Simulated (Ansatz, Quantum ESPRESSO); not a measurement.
## AlN (P6_3mc): third-order response

Wanted: vibrational spectra of AlN (P6_3mc) from linear and non-linear response.

Program: Quantum ESPRESSO 8.0 development, patched. Level of theory: DFT LDA, scalar-relativistic, plane waves, PseudoDojo norm-conserving pseudopotentials. Results are calculated unless marked as measured.

**Measured values to reproduce.**

For AlN, wurtzite (literature value), “Electronic structure and chemical bonding anisotropy investigation of wurtzite AlN” (2011, arxiv:1112.6088) quotes earlier work: lattice constant a (a lattice parameter, reported experimental value) 3.111 Å [Literature experimental value cited in the paper's theory part].

“Structural, Surface and Optical Studies of m- and c-Face AlN Crystals Grown by Physical Vapor Transport Method” (2023, pmc:10004678) reports for AlN, wurtzite, by micro-Raman, 532 nm excitation (m-face PVT-grown bulk crystal, 300 K): Raman mode (E2(low)) about 247.6 cm⁻¹; Raman mode (A1(TO)) about 610.4 cm⁻¹ [m-face sample; 325 nm excitation gives 609.2 cm-1]; Raman mode (E2(high)) about 656.1 cm⁻¹ [stress-sensitive mode; residual stress in the crystal is evaluated from it]; Raman mode (E1(TO)) about 669.1 cm⁻¹.

The database entry behind the starting cell differs from later determinations by our own check (inner coordinate u about 0.002 short), so it need not match the best structure at ambient conditions.

### Step 1. The structure

The structure is hexagonal, space group P6_3mc (No. 186). Conventional cell: a = 3.113 Å, b = 3.113 Å, c = 4.981 Å, α = 90.00°, β = 90.00°, γ = 120.00°. Nearest to Al lie 4 N at 1.89 Å. Nearest to N lie 4 Al at 1.89 Å. Farther neighbours and most contacts between anions are not listed.

### Step 2. A first look

A cheap run with smearing and empty bands tells whether the crystal has a gap, which decides between fixed occupations and smearing later on.

probe.in reads:

```
&control
   calculation = 'scf'
   prefix = 'x'
   outdir = './tmp'
   pseudo_dir = './pseudo'
   tprnfor = .true.
   tstress = .true.
   verbosity = 'high'
/
&system
   ibrav = 4
   celldm(1) = 5.88271743
   celldm(3) = 1.60006425
   nat = 4
   ntyp = 2
   ecutwfc = 84.0
   occupations = 'smearing'
   smearing = 'gaussian'
   degauss = 0.01
/
&electrons
   conv_thr = 1.0d-07
   mixing_beta = 0.7
   electron_maxstep = 100
/
ATOMIC_SPECIES
 Al     26.9815  Al.upf
 N      14.0070  N.upf
ATOMIC_POSITIONS crystal
 Al     0.333333330   0.666666670   0.000000000
 Al     0.666666670   0.333333330   0.500000000
 N      0.333333330   0.666666670   0.380000000
 N      0.666666670   0.333333330   0.880000000
K_POINTS automatic
 6 6 4 0 0 0
```

The run is started by

```
OMP_NUM_THREADS=1 mpirun -n 8 pw.x -nk 8 -in probe.in > probe.out
```

The log of the run:

```text
[banners, grids, parts of the stress and lines that vanish by symmetry left out]
Program PWSCF v.8.0dev
     bravais-lattice index     =            4
     lattice parameter (alat)  =       5.8827  a.u.
[...]
kinetic-energy cutoff     =      84.0000  Ry
     charge density cutoff     =     336.0000  Ry
     scf convergence threshold =      1.0E-07
[...]
Exchange-correlation= SLA-PW-NOGX-NOGC
                           (   1   4   0   0   0   0   0)
[...]
12 Sym. Ops. (no inversion) found ( 6 have fractional translation)
[...]
(     0          1          0      )
                  (     0          0          1      )
[...]
(  0.0000000  1.0000000  0.0000000 )
                  (  0.0000000  0.0000000  1.0000000 )
[...]
(     0         -1          0      )       (  0.0000000 )
[...]
(     0          0          1      )
[...]
( -0.8660254 -0.5000000  0.0000000 )
                  (  0.0000000  0.0000000  1.0000000 )
[...]
number of k points=    21  Gaussian smearing, width (Ry)=  0.0100
[...]
End of self-consistent calculation
[...]
the Fermi energy is     8.3861 ev
!    total energy              =     -51.37324490 Ry
[...]
convergence has been achieved in   9 iterations
[...]
atom    1 type  1   force =     0.00000000    0.00000000   -0.00448504
     atom    2 type  1   force =     0.00000000    0.00000000   -0.00448504
     atom    3 type  2   force =    -0.00000000    0.00000000    0.00448504
     atom    4 type  2   force =     0.00000000   -0.00000000    0.00448504
[...]
Total force =     0.008970     Total SCF correction =     0.000010
[...]
total   stress  (Ry/bohr**3)                   (kbar)     P=      -58.78
[...]
XML data file, charge density, pseudopotentials, collected wavefunctions

   JOB DONE.
```

Elapsed: 4.7 s, on 8 MPI ranks of Intel Xeon at 2.70GHz, shared host.

Numbers from this step:

```yaml
volume_per_atom: 10.45 Å³
pressure: -5.879 GPa
gap_on_the_k_mesh: 4.256 eV
```

A gap of 4.3 eV opens on this mesh, so the crystal is taken as an insulator; the start stands at -5.9 GPa.

### Step 3. Relaxing the cell and atoms

Frequencies change by per cents with a per cent of volume, so the structure is first brought to rest at this level of theory.

relax.in reads:

```
&control
   calculation = 'vc-relax'
   prefix = 'x'
   outdir = './tmp'
   pseudo_dir = './pseudo'
   tprnfor = .true.
   tstress = .true.
   forc_conv_thr = 2.0d-05
   etot_conv_thr = 1.0d-07
   nstep = 40
/
&system
   ibrav = 4
   celldm(1) = 5.88271743
   celldm(3) = 1.60006425
   nat = 4
   ntyp = 2
   ecutwfc = 84.0
   occupations = 'fixed'
   nbnd = 10
/
&electrons
   conv_thr = 1.0d-11
   mixing_beta = 0.7
   electron_maxstep = 100
/
&ions
/
&cell
   press_conv_thr = 0.2
/
ATOMIC_SPECIES
 Al     26.9815  Al.upf
 N      14.0070  N.upf
ATOMIC_POSITIONS crystal
 Al     0.333333330   0.666666670   0.000000000
 Al     0.666666670   0.333333330   0.500000000
 N      0.333333330   0.666666670   0.380000000
 N      0.666666670   0.333333330   0.880000000
K_POINTS automatic
 9 9 6 0 0 0
```

The run is started by

```
OMP_NUM_THREADS=1 mpirun -n 8 pw.x -nk 8 -in relax.in > relax.out
```

The log of the run:

```text
[banners, grids, parts of the stress and lines that vanish by symmetry left out]
[banner, memory and clock lines left out]
Program PWSCF v.8.0dev

[...]
kinetic-energy cutoff     =      84.0000  Ry
     charge density cutoff     =     336.0000  Ry
     scf convergence threshold =      1.0E-11
[...]
energy convergence thresh.=      1.0E-07
     force convergence thresh. =      2.0E-05
     press convergence thresh. =      2.0E-01
     Exchange-correlation= SLA-PW-NOGX-NOGC
                           (   1   4   0   0   0   0   0)
[...]
12 Sym. Ops. (no inversion) found ( 6 have fractional translation)
[...]
number of k points=    48
[...]
End of self-consistent calculation
[...]
highest occupied, lowest unoccupied level (ev):     6.7930   11.0487
!    total energy              =     -51.37334625 Ry
[...]
convergence has been achieved in  16 iterations
[...]
atom    1 type  1   force =     0.00000000   -0.00000000   -0.00444151
     atom    2 type  1   force =     0.00000000    0.00000000   -0.00444151
     atom    3 type  2   force =     0.00000000    0.00000000    0.00444151
     atom    4 type  2   force =     0.00000000    0.00000000    0.00444151
     Total force =     0.008883     Total SCF correction =     0.000000
[...]
total   stress  (Ry/bohr**3)                   (kbar)     P=      -58.47
[...]
number of bfgs steps    =   0
[...]
CELL_PARAMETERS (alat=  5.88271743)
[...]
ATOMIC_POSITIONS (crystal)
Al               0.3333333300        0.6666666700       -0.0004718621
Al               0.6666666700        0.3333333300        0.4995281379
N                0.3333333300        0.6666666700        0.3804718621
N                0.6666666700        0.3333333300        0.8804718621
[...]
New effective cutoffs (rho, wfc):  342.40   85.86
[...]
End of self-consistent calculation
[...]
highest occupied, lowest unoccupied level (ev):     7.1157   11.6336
!    total energy              =     -51.37508592 Ry
[...]
convergence has been achieved in  10 iterations
[...]
atom    1 type  1   force =     0.00000000    0.00000000   -0.00128840
     atom    2 type  1   force =     0.00000000    0.00000000   -0.00128840
     atom    3 type  2   force =    -0.00000000    0.00000000    0.00128840
     atom    4 type  2   force =    -0.00000000   -0.00000000    0.00128840
     Total force =     0.002577     Total SCF correction =     0.000000
[...]
total   stress  (Ry/bohr**3)                   (kbar)     P=        1.33
[...]
number of bfgs steps    =   1
[...]
CELL_PARAMETERS (alat=  5.88271743)
[...]
ATOMIC_POSITIONS (crystal)
[...]
New effective cutoffs (rho, wfc):  342.22   85.79
[...]
End of self-consistent calculation
[...]
highest occupied, lowest unoccupied level (ev):     7.1162   11.6232
!    total energy              =     -51.37509511 Ry
[...]
convergence has been achieved in   6 iterations
[...]
atom    1 type  1   force =     0.00000000   -0.00000000   -0.00090875
     atom    2 type  1   force =     0.00000000   -0.00000000   -0.00090875
     atom    3 type  2   force =    -0.00000000   -0.00000000    0.00090875
     atom    4 type  2   force =     0.00000000    0.00000000    0.00090875
     Total force =     0.001818     Total SCF correction =     0.000000
[...]
total   stress  (Ry/bohr**3)                   (kbar)     P=        0.01
[...]
number of bfgs steps    =   2
[...]
CELL_PARAMETERS (alat=  5.88271743)
[...]
ATOMIC_POSITIONS (crystal)
[...]
New effective cutoffs (rho, wfc):  342.15   85.74
[...]
End of self-consistent calculation
[...]
highest occupied, lowest unoccupied level (ev):     7.1246   11.6229
!    total energy              =     -51.37510259 Ry
[...]
convergence has been achieved in   6 iterations
[...]
atom    1 type  1   force =    -0.00000000    0.00000000   -0.00043876
     atom    2 type  1   force =    -0.00000000   -0.00000000   -0.00043876
[...]
Total force =     0.000878     Total SCF correction =     0.000001
[...]
total   stress  (Ry/bohr**3)                   (kbar)     P=       -0.30
[...]
number of bfgs steps    =   3
[...]
CELL_PARAMETERS (alat=  5.88271743)
[...]
ATOMIC_POSITIONS (crystal)
[...]
New effective cutoffs (rho, wfc):  342.40   85.69
[...]
End of self-consistent calculation
[...]
highest occupied, lowest unoccupied level (ev):     7.1359   11.6273
!    total energy              =     -51.37510526 Ry
[...]
convergence has been achieved in   6 iterations
[...]
Total force =     0.000002     Total SCF correction =     0.000001
[...]
total   stress  (Ry/bohr**3)                   (kbar)     P=       -0.12
[...]
number of bfgs steps    =   4
[...]
CELL_PARAMETERS (alat=  5.88271743)
[...]
ATOMIC_POSITIONS (crystal)
[...]
New effective cutoffs (rho, wfc):  342.42   85.69
[...]
End of self-consistent calculation
[...]
highest occupied, lowest unoccupied level (ev):     7.1366   11.6283
!    total energy              =     -51.37510527 Ry
[...]
convergence has been achieved in   5 iterations
[...]
atom    1 type  1   force =     0.00000000    0.00000000    0.00000181
     atom    2 type  1   force =    -0.00000000    0.00000000    0.00000181
     atom    3 type  2   force =    -0.00000000    0.00000000   -0.00000181
     atom    4 type  2   force =    -0.00000000   -0.00000000   -0.00000181
     Total force =     0.000004     Total SCF correction =     0.000000
[...]
total   stress  (Ry/bohr**3)                   (kbar)     P=       -0.02
[...]
bfgs converged in   6 scf cycles and   5 bfgs steps
[...]
End of BFGS Geometry Optimization
     Final enthalpy           =     -51.3751052677 Ry
     File ./tmp/x.bfgs deleted, as requested
[...]
CELL_PARAMETERS (alat=  5.88271743)
[...]
ATOMIC_POSITIONS (crystal)
[...]
N                0.3333333300        0.6666666700        0.3809772050
N                0.6666666700        0.3333333300        0.8809772050
[...]
Final scf calculation at the relaxed structure.
[...]
kinetic-energy cutoff     =      84.0000  Ry
     charge density cutoff     =     336.0000  Ry
     scf convergence threshold =      1.0E-13
[...]
press convergence thresh. =      2.0E-01
     Exchange-correlation= SLA-PW-NOGX-NOGC
                           (   1   4   0   0   0   0   0)
[...]
12 Sym. Ops. (no inversion) found ( 6 have fractional translation)
[...]
number of k points=    48
[...]
End of self-consistent calculation
[...]
highest occupied, lowest unoccupied level (ev):     7.1366   11.6283
!    total energy              =     -51.37509766 Ry
[...]
convergence has been achieved in  20 iterations
[...]
atom    1 type  1   force =     0.00000000    0.00000000    0.00000183
     atom    2 type  1   force =     0.00000000    0.00000000    0.00000183
     atom    3 type  2   force =     0.00000000   -0.00000000   -0.00000183
     atom    4 type  2   force =    -0.00000000   -0.00000000   -0.00000183
     Total force =     0.000004     Total SCF correction =     0.000000
[...]
total   stress  (Ry/bohr**3)                   (kbar)     P=       -0.08
[...]
XML data file, charge density, pseudopotentials, collected wavefunctions
```

Wall time 46 s (8 MPI ranks); 6 min of CPU time.

The steps of the relaxation:

```csv
step,energy less that of the first step (eV),largest force (eV/Å),pressure (GPa),volume (Å³)
1,0.0000,0.1142,-5.85,41.80
2,-0.0237,0.0331,0.13,40.57
3,-0.0238,0.0234,0.00,40.59
4,-0.0239,0.0113,-0.03,40.60
5,-0.0239,0.0000,-0.01,40.59
6,-0.0239,0.0000,0.00,40.59
7,-0.0238,0.0000,-0.01,40.59
```

| conventional cell, symmetrised | before | after | change |
| --- | --- | --- | --- |
| a (Å) | 3.113 | 3.082 | -1.0 % |
| b (Å) | 3.113 | 3.082 | -1.0 % |
| c (Å) | 4.981 | 4.933 | -1.0 % |
| volume (Å³/atom) | 10.45 | 10.15 | -2.9 % |

The relaxed structure:

```
Al N
1.0
     3.08214    0.00000    0.00000
    -1.54107    2.66921    0.00000
     0.00000    0.00000    4.93347
Al N
2 2
Direct
  0.33333 0.66667 0.99902
  0.66667 0.33333 0.49902
  0.33333 0.66667 0.38098
  0.66667 0.33333 0.88098
```

The last row of the table of steps is pw.x's closing run on a basis chosen anew for the final cell, so its energy can jump.

This step gave:

| Property | Result |
| --- | --- |
| volume per atom | 10.15 Å³ |
| pressure | -0.008 GPa |
| gap on the k-mesh | 4.492 eV |

The volume changes by -2.9 % from the cell with which this run began.

### Step 4. Ground state

Perturbation theory inherits every error of the wavefunctions, so the threshold is set near the limit of the arithmetic. With a gap, occupations are fixed, which also allows the response to an electric field.

scf.in reads:

```
&control
   calculation = 'scf'
   prefix = 'x'
   outdir = './tmp'
   pseudo_dir = './pseudo'
   tprnfor = .true.
   tstress = .true.
/
&system
   ibrav = 4
   celldm(1) = 5.82439501
   celldm(3) = 1.60066386
   nat = 4
   ntyp = 2
   ecutwfc = 84.0
   occupations = 'fixed'
   nbnd = 10
/
&electrons
   conv_thr = 1.0d-12
   mixing_beta = 0.7
   electron_maxstep = 100
/
ATOMIC_SPECIES
 Al     26.9815  Al.upf
 N      14.0070  N.upf
ATOMIC_POSITIONS crystal
 Al     0.333333333   0.666666667  -0.000977205
 Al     0.666666667   0.333333333   0.499022795
 N      0.333333333   0.666666667   0.380977205
 N      0.666666667   0.333333333   0.880977205
K_POINTS automatic
 9 9 6 0 0 0
```

The run is started by

```
OMP_NUM_THREADS=1 mpirun -n 8 pw.x -nk 8 -in scf.in > scf.out
```

The log of the run:

```text
[banners, grids, parts of the stress and lines that vanish by symmetry left out]
[banner, memory and clock lines left out]
Program PWSCF v.8.0dev

[...]
kinetic-energy cutoff     =      84.0000  Ry
     charge density cutoff     =     336.0000  Ry
     scf convergence threshold =      1.0E-12
[...]
Exchange-correlation= SLA-PW-NOGX-NOGC
                           (   1   4   0   0   0   0   0)
[...]
12 Sym. Ops. (no inversion) found ( 6 have fractional translation)
[...]
number of k points=    48
[...]
End of self-consistent calculation
[...]
highest occupied, lowest unoccupied level (ev):     7.1366   11.6283
!    total energy              =     -51.37509767 Ry
[...]
convergence has been achieved in  17 iterations
[...]
atom    1 type  1   force =     0.00000000   -0.00000000    0.00000184
     atom    2 type  1   force =    -0.00000000    0.00000000    0.00000184
     atom    3 type  2   force =     0.00000000    0.00000000   -0.00000184
     atom    4 type  2   force =     0.00000000   -0.00000000   -0.00000184
     Total force =     0.000004     Total SCF correction =     0.000000
[...]
total   stress  (Ry/bohr**3)                   (kbar)     P=       -0.08
[...]
XML data file, charge density, pseudopotentials, collected wavefunctions
```

The job ended after 14 s (8 MPI ranks).

This step gave:

| Item | Value |
| --- | --- |
| pressure | -0.008333 GPa |

The cell stands at -0.0083 GPa, close enough for phonons.

(Part 1 of 4 ends here.)

[Host names and launcher messages were left out of these logs when they were recorded.]

[Logs are printed without paths, hosts, clocks, repeated set-up lines and the standing remarks that a program may print on its own settings, such as how far it seeks lower states.]

[Hosts, paths, dates, database ids (printed as entryN), source tags and the programs' standing remarks are cut or masked in the printed files.]
